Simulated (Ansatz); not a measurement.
## Resistivity from frozen vibrations: Ta(100) with 4 thermally displaced layers, 2x2

Wanted: the phonon-limited resistivity of Ta at 800 K by the Landauer route.

Calculated with Ansatz 0.2.0; Ansatz plane-wave DFT, PBE, PAW files; ballistic transport by layer matching (Landauer), zero bias; PAW set soft_1.

Report form: the programs' logs are mostly left out.

## 1. Starting point

The cell holds 56 atoms: 56 Ta. Cell: a = 6.605 Å, b = 6.605 Å, c = 23.118 Å, α = 90.0°, β = 90.0°, γ = 90.0°. It derives from Ta. Regions: lead, 40 atoms (40 Ta); scattering region, 16 atoms (16 Ta). The structure is stacked along c, and the current runs across the ab planes.

## 2. With 4 displaced layers

Each atom of 4 layers is moved at random, by amounts drawn from a normal law 0.1058 Å wide in each direction from the Debye model (240 K) at 800 K. The layers about the cell's end stay perfect and serve as the lead. Disorder leaves little or no symmetry, which makes such runs dear. Energies from -0.05 to 0.05 eV in steps of 0.05 eV are too few for the program's thermal sum, so it prints no conductance; for a metal the transmission near the Fermi level serves, at a fraction of the cost.

input.yaml reads:

```yaml
crystal:
  lattice:
    - [6.60512, 0.0, 0.0]
    - [0.0, 6.60512, 0.0]
    - [0.0, 0.0, 23.11792]
  atoms:
    - { symbol: Ta, position: [0.0, 0.0, 0.0357142857] }
    - { symbol: Ta, position: [0.0, 0.5, 0.0357142857] }
    - { symbol: Ta, position: [0.5, 0.0, 0.0357142857] }
    - { symbol: Ta, position: [0.5, 0.5, 0.0357142857] }
    - { symbol: Ta, position: [0.25, 0.25, 0.1071428571] }
    - { symbol: Ta, position: [0.25, 0.75, 0.1071428571] }
    - { symbol: Ta, position: [0.75, 0.25, 0.1071428571] }
    - { symbol: Ta, position: [0.75, 0.75, 0.1071428571] }
[... 44 atom lines left out ...]
    - { symbol: Ta, position: [0.25, 0.25, 0.9642857143] }
    - { symbol: Ta, position: [0.25, 0.75, 0.9642857143] }
    - { symbol: Ta, position: [0.75, 0.25, 0.9642857143] }
    - { symbol: Ta, position: [0.75, 0.75, 0.9642857143] }
kpoints:
  mp_grid: { grid: [4, 4, 1] }
hamiltonian:
  xc: pbe
  pseudopotentials: { kind: paw, azcp: { folder: soft_1 } }
scf:
  occupations: { method: fermi_dirac, width: 0.1 }
output:
  transmission: { leads: [[0, 4]], kmesh: [8, 8], e_range: [-0.05, 0.05], de: 0.05 }
  write_potential: true
  write_density: true
  volumetric_format: npy
  elf: true
```

On the command line:

```console
> ansatz run input.yaml --threads 4 --pin off --max-ram 15360MiB --backend cpu --events-out ev --progress --plain --runs-dir out
```

It took 9.4 min on 4 threads of AMD EPYC 9R14 (Zen 4), shared host; peak memory 8.4 GiB.

Numbers from this step:

* free energy: -556260.0209 eV
* energy at zero smearing: -556258.8638 eV
* Fermi energy: 18.54 eV
* cell area: 43.63 Å²
* transmission per spin nearest the Fermi level: 6.772
* open channels per spin nearest the Fermi level: 10.48
* step of the lead's potential: 5 meV

Per spin. Transmission, zone mean against energy, zero at the Fermi level:

| energy (eV) | transmission, zone mean |
| --- | --- |
| -0.0500 | 6.80 |
| 0.0000 | 6.77 |
| 0.0500 | 6.53 |

Per spin. Table of open channels, zone mean, lead by energy, zero at the Fermi level:

| energy (eV) | open channels, zone mean, lead |
| --- | --- |
| -0.0500 | 10.3 |
| 0.0000 | 10.5 |
| 0.0500 | 9.86 |

Transmission over k1 and k2. At 0.0000 eV from the Fermi level.

Ten even steps from '0' (2.16) to '9' (9.88):
```
20466630
24789862
56899986
66999996
56899986
22689874
20366640
12256522
```
Columns: k1 (b1) from -0.5 to 0.375; rows upwards: k2 (b2) from -0.5 to 0.375.

Open channels over k1 and k2. At 0.0000 eV from the Fermi level.

Values, 8 rows by 8 columns:
```
 6.0  4.0  9.0 12.0 12.0 12.0  9.0  4.0
 8.0  9.0 13.0 14.0 14.0 14.0 13.0  9.0
10.0 12.0 14.0 11.0 11.0 11.0 14.0 12.0
10.0 12.0 14.0 11.0 11.0 11.0 14.0 12.0
10.0 12.0 14.0 11.0 11.0 11.0 14.0 12.0
 8.0  9.0 13.0 14.0 14.0 14.0 13.0  9.0
 6.0  4.0  9.0 12.0 12.0 12.0  9.0  4.0
 4.0  6.0  8.0 10.0 10.0 10.0  8.0  6.0
```
Columns: k1 (b1) from -0.5 to 0.375; rows upwards: k2 (b2) from -0.5 to 0.375.

Valence density in the ca plane at fractional y = 0.000, with atoms of Ta within 0.2 Å of it. It is the smooth field of the valence electrons, not physical close to the nuclei.

Values in e/Å³, 10 rows by 16 columns, each cell a mean:
```
3.0 1.9 0.2 2.1 2.8 0.3 2.0 3.8 0.4 0.4 3.5 1.7 0.3 2.7 2.2 0.2
0.5 0.4 0.2 0.4 0.5 0.2 0.6 1.3 0.3 0.3 0.7 0.4 0.2 0.5 0.4 0.2
0.2 0.2 0.2 0.2 0.2 0.2 0.3 0.3 0.3 0.3 0.3 0.3 0.2 0.2 0.2 0.2
1.0 0.6 0.2 0.7 0.9 0.2 0.5 1.3 0.3 0.3 1.7 0.7 0.3 0.9 0.7 0.2
3.5 2.3 0.3 2.5 3.3 0.3 1.5 4.1 0.7 0.6 4.1 1.8 0.3 3.2 2.7 0.3
3.0 1.9 0.2 2.1 2.8 0.3 1.1 3.3 0.5 0.4 2.7 1.0 0.3 2.7 2.2 0.2
0.5 0.4 0.2 0.4 0.5 0.2 0.3 0.4 0.2 0.2 0.3 0.3 0.2 0.5 0.4 0.2
0.2 0.2 0.2 0.2 0.2 0.2 0.2 0.2 0.2 0.2 0.2 0.2 0.2 0.2 0.2 0.2
1.0 0.6 0.2 0.7 0.9 0.2 0.3 0.4 0.2 0.2 0.8 0.4 0.3 0.9 0.7 0.2
3.5 2.3 0.3 2.5 3.3 0.3 1.4 3.0 0.3 0.4 3.6 1.8 0.3 3.2 2.7 0.3
```
Columns run along c (16.0 Å, from fractional 0.15 to 0.85 of the cell), rows up along a (6.6 Å). Atoms in or near the plane, at fractional coordinates: Ta at (0.18, 0.00), Ta at (0.18, 0.50), Ta at (0.32, 0.00), Ta at (0.32, 0.50), Ta at (0.46, 0.96), Ta at (0.46, 0.51), Ta at (0.61, 0.99), Ta at (0.61, 0.52), Ta at (0.75, 0.00), Ta at (0.75, 0.50).

ELF in the ca plane at fractional y = 0.000, with atoms of Ta within 0.2 Å of it. It is the smooth field of the valence electrons, not physical close to the nuclei.

Ten even steps from '0' (0.14) to '9' (0.73), each cell a mean:
```
87595042187495131390293153078277033187495143
48872265148972352298882254148984255248972265
11112566411112564236632465422222466411112566
42235655653234566421135655652235655542235655
64356645664345556653357655653246655654356645
31014556531013455531124665521113566521014566
24531465224531354225642465237862366224531465
79894153169893143179894153178695144169894154
94086032184086032194185032185076032184086032
87595042187495143188694143069894142187495143
48872265148972265237862365125641364148972265
11112566421112566411112566420013565411112566
42235555653235655542235655653345555542235655
64356545664346655565556555654456545654356645
31014555531014665532234555531014566521014556
24531465224531466311102455313431466224531465
79894153169893154158840253049994154169894154
94086032185085132396792142077177032184086032
```
Columns run along c (16.0 Å, from fractional 0.15 to 0.85 of the cell), rows up along a (6.6 Å). Atoms in or near the plane, at fractional coordinates: Ta at (0.18, 0.00), Ta at (0.18, 0.50), Ta at (0.32, 0.00), Ta at (0.32, 0.50), Ta at (0.46, 0.96), Ta at (0.46, 0.51), Ta at (0.61, 0.99), Ta at (0.61, 0.52), Ta at (0.75, 0.00), Ta at (0.75, 0.50).

Electrostatic potential energy in the ca plane at fractional y = 0.000, with atoms of Ta within 0.2 Å of it. With pseudopotentials it is smooth inside the atoms' cores, unlike the true potential.

Ten even steps from '0' (-45 eV) to '9' (21 eV), each cell a mean:
```
40025899740016899620026999841014899840025899
64357999864357999731147999963236999864357999
87789999987789999865578999987678999987789999
99999999999999999998899999999999999999999999
99999999999999999999999999999999999999999999
98899999998899999998889999998789999998899999
76568999976568999975568999974357999976568999
52136999852136999851136999841025899852136999
30015899730015899730015899730015899730015899
40025899740016899841026999852126999740025899
64357999864357999974458999976568999864357999
87789999987789999998889999998889999987789999
99999999999999999999999999999999999999999999
99999999999999999999999999999999999999999999
98899999998899999999999999999999999998899999
76568999976568999988889999987678999976568999
52136999852136999864468999863236899852136999
30015899730015899730037999841004899730015899
```
Columns run along c (16.0 Å, from fractional 0.15 to 0.85 of the cell; values clipped at the 3rd and 97th percentile), rows up along a (6.6 Å). Atoms in or near the plane, at fractional coordinates: Ta at (0.18, 0.00), Ta at (0.18, 0.50), Ta at (0.32, 0.00), Ta at (0.32, 0.50), Ta at (0.46, 0.96), Ta at (0.46, 0.51), Ta at (0.61, 0.99), Ta at (0.61, 0.52), Ta at (0.75, 0.00), Ta at (0.75, 0.50).

Over the solved energies the transmission per spin lies between 6.53 and 6.80, out of 10.2 channels of the lead on average (up to 10.5).

## 3. With 8 displaced layers

Each atom of 8 layers is moved at random, by amounts drawn from a normal law 0.1058 Å wide in each direction from the Debye model (240 K) at 800 K. A fresh draw is used; the growth of the resistance with length is what counts.

System of this step: Ta(100) with 8 thermally displaced layers, 2x2. The cell holds 72 atoms: 72 Ta. Cell: a = 6.605 Å, b = 6.605 Å, c = 29.723 Å, α = 90.0°, β = 90.0°, γ = 90.0°. It derives from Ta. Regions: lead, 40 atoms (40 Ta); scattering region, 32 atoms (32 Ta). The structure is stacked along c, and the current runs across the ab planes.

input.yaml reads:

```yaml
crystal:
  lattice:
    - [6.60512, 0.0, 0.0]
    - [0.0, 6.60512, 0.0]
    - [0.0, 0.0, 29.72304]
  atoms:
    - { symbol: Ta, position: [0.0, 0.0, 0.0277777778] }
    - { symbol: Ta, position: [0.0, 0.5, 0.0277777778] }
    - { symbol: Ta, position: [0.5, 0.0, 0.0277777778] }
    - { symbol: Ta, position: [0.5, 0.5, 0.0277777778] }
    - { symbol: Ta, position: [0.25, 0.25, 0.0833333333] }
    - { symbol: Ta, position: [0.25, 0.75, 0.0833333333] }
    - { symbol: Ta, position: [0.75, 0.25, 0.0833333333] }
    - { symbol: Ta, position: [0.75, 0.75, 0.0833333333] }
[... 60 atom lines left out ...]
    - { symbol: Ta, position: [0.25, 0.25, 0.9722222222] }
    - { symbol: Ta, position: [0.25, 0.75, 0.9722222222] }
    - { symbol: Ta, position: [0.75, 0.25, 0.9722222222] }
    - { symbol: Ta, position: [0.75, 0.75, 0.9722222222] }
kpoints:
  mp_grid: { grid: [4, 4, 1] }
hamiltonian:
  xc: pbe
  pseudopotentials: { kind: paw, azcp: { folder: soft_1 } }
scf:
  occupations: { method: fermi_dirac, width: 0.1 }
output:
  transmission: { leads: [[0, 4]], kmesh: [8, 8], e_range: [-0.05, 0.05], de: 0.05 }
  write_potential: true
  write_density: true
  volumetric_format: npy
```

Elapsed: 12 min, on 4 threads; peak memory 8.3 GiB.

This step gave:

```
free energy                                   : -715188.8372 eV
energy at zero smearing                       : -715187.3455 eV
Fermi energy                                  : 18.56 eV
transmission per spin nearest the Fermi level : 5.106
step of the lead's potential                  : 2.7 meV
```

Per spin. The transmission, zone mean by energy, zero at the Fermi level:

| energy (eV) | transmission, zone mean |
| --- | --- |
| -0.0500 | 5.17 |
| 0.0000 | 5.11 |
| 0.0500 | 4.92 |

Over the solved energies the transmission per spin lies between 4.92 and 5.17, out of 10.2 channels of the lead on average (up to 10.5).

## 4. With 12 displaced layers

Each atom of 12 layers is moved at random, by amounts drawn from a normal law 0.1058 Å wide in each direction from the Debye model (240 K) at 800 K. A fresh draw is used; the growth of the resistance with length is what counts.

System of this step: Ta(100) with 12 thermally displaced layers, 2x2. The cell holds 88 atoms: 88 Ta. Cell: a = 6.605 Å, b = 6.605 Å, c = 36.328 Å, α = 90.0°, β = 90.0°, γ = 90.0°. It derives from Ta. Regions: lead, 40 atoms (40 Ta); scattering region, 48 atoms (48 Ta). The structure is stacked along c, and the current runs across the ab planes.

input.yaml reads:

```yaml
crystal:
  lattice:
    - [6.60512, 0.0, 0.0]
    - [0.0, 6.60512, 0.0]
    - [0.0, 0.0, 36.32816]
  atoms:
    - { symbol: Ta, position: [0.0, 0.0, 0.0227272727] }
    - { symbol: Ta, position: [0.0, 0.5, 0.0227272727] }
    - { symbol: Ta, position: [0.5, 0.0, 0.0227272727] }
    - { symbol: Ta, position: [0.5, 0.5, 0.0227272727] }
    - { symbol: Ta, position: [0.25, 0.25, 0.0681818182] }
    - { symbol: Ta, position: [0.25, 0.75, 0.0681818182] }
    - { symbol: Ta, position: [0.75, 0.25, 0.0681818182] }
    - { symbol: Ta, position: [0.75, 0.75, 0.0681818182] }
[... 76 atom lines left out ...]
    - { symbol: Ta, position: [0.25, 0.25, 0.9772727273] }
    - { symbol: Ta, position: [0.25, 0.75, 0.9772727273] }
    - { symbol: Ta, position: [0.75, 0.25, 0.9772727273] }
    - { symbol: Ta, position: [0.75, 0.75, 0.9772727273] }
kpoints:
  mp_grid: { grid: [4, 4, 1] }
hamiltonian:
  xc: pbe
  pseudopotentials: { kind: paw, azcp: { folder: soft_1 } }
scf:
  occupations: { method: fermi_dirac, width: 0.1 }
output:
  transmission: { leads: [[0, 4]], kmesh: [8, 8], e_range: [-0.05, 0.05], de: 0.05 }
  write_potential: true
  write_density: true
  volumetric_format: npy
```

Run time: 19 min. Hardware: 4 threads; peak memory 8.7 GiB.

Numbers from this step:

```yaml
free_energy: -874115.7770 eV
energy_at_zero_smearing: -874113.9939 eV
fermi_energy: 18.58 eV
transmission_per_spin_nearest_the_fermi_level: 3.836
step_of_the_lead_s_potential: 6.8 meV
```

Per spin. Transmission, zone mean against energy, zero at the Fermi level:

| energy (eV) | transmission, zone mean |
| --- | --- |
| -0.0500 | 3.84 |
| 0.0000 | 3.84 |
| 0.0500 | 3.72 |

Over the solved energies the transmission per spin lies between 3.72 and 3.84, out of 10.2 channels of the lead on average (up to 10.5).

## 5. Resistance against length

This step: Ansatz plane-wave DFT, PBE, PAW files; ballistic transport by layer matching (Landauer), zero bias; resistivity from the slope of the area resistance; PAW set soft_1 (Ansatz 0.2.0).

This step gave:

```yaml
resistivity: 48.61 µΩ cm
intercept: -0.04866 fΩ m²
scatter_about_the_fit: 0.02347 fΩ m²
```

Resistance, by row:

| run | length (Å) | T | channels N | RA (fΩ m²) |
| --- | --- | --- | --- | --- |
| n4 | 6.605 | 6.701 | 10.21 | 0.289 |
| n8 | 13.21 | 5.065 | 10.21 | 0.5603 |
| n12 | 19.82 | 3.798 | 10.21 | 0.9312 |

Area resistance against length of the displaced region:

| length of the displaced region (Å) | area resistance (fΩ m²) |
| --- | --- |
| 6.61 | 0.289 |
| 13.21 | 0.560 |
| 19.82 | 0.931 |

The area resistance goes from 0.29 to 0.93 fΩ m² between 6.6 and 19.8 Å, a slope of 49 µΩ cm.

By hand from the end points: (0.9312 − 0.2890) fΩ m² / (19.82 − 6.61) Å = 49 µΩ cm, since 1 fΩ m² per Å is 1000 µΩ cm.

## 6. Summary of results

```json
{
  "resistivity from the slope": "48.6 µΩ cm",
  "area resistance over 6.61 Å": "0.289 fΩ m²",
  "area resistance over 13.2 Å": "0.560 fΩ m²",
  "area resistance over 19.8 Å": "0.931 fΩ m²"
}
```

The slope gives 49 µΩ cm. The points scatter by 0.023 fΩ m² about the line, with one random draw a length in a 2x2 cell, so the slope is a rough value. The mean square of the displacements drawn is 0.78, 0.99 and 1.2 of the nominal one at the three lengths; with each resistance scaled back by that, the slope is 32 µΩ cm, the value used below. Read with a model of isotropic scattering on a spherical Fermi surface and the lead's 1.8×10¹⁵ S/m², this slope means a mean free path near 13 Å; over these lengths the model's slope is within 3 % of its bulk resistivity. Uncorrelated displacements put too much weight on short waves, which scatter strongly; with the sideways repeat of a small cell, one draw and three short lengths, the method is good to a factor of two or three. Spin-orbit coupling is left out, which matters for Ta.

[Logs are printed without paths, hosts, clocks, repeated set-up lines and the standing remarks that a program may print on its own settings, such as how far it seeks lower states.]

[Hosts, paths, dates, database ids (printed as entryN), source tags and the programs' standing remarks are cut or masked in the printed files.]
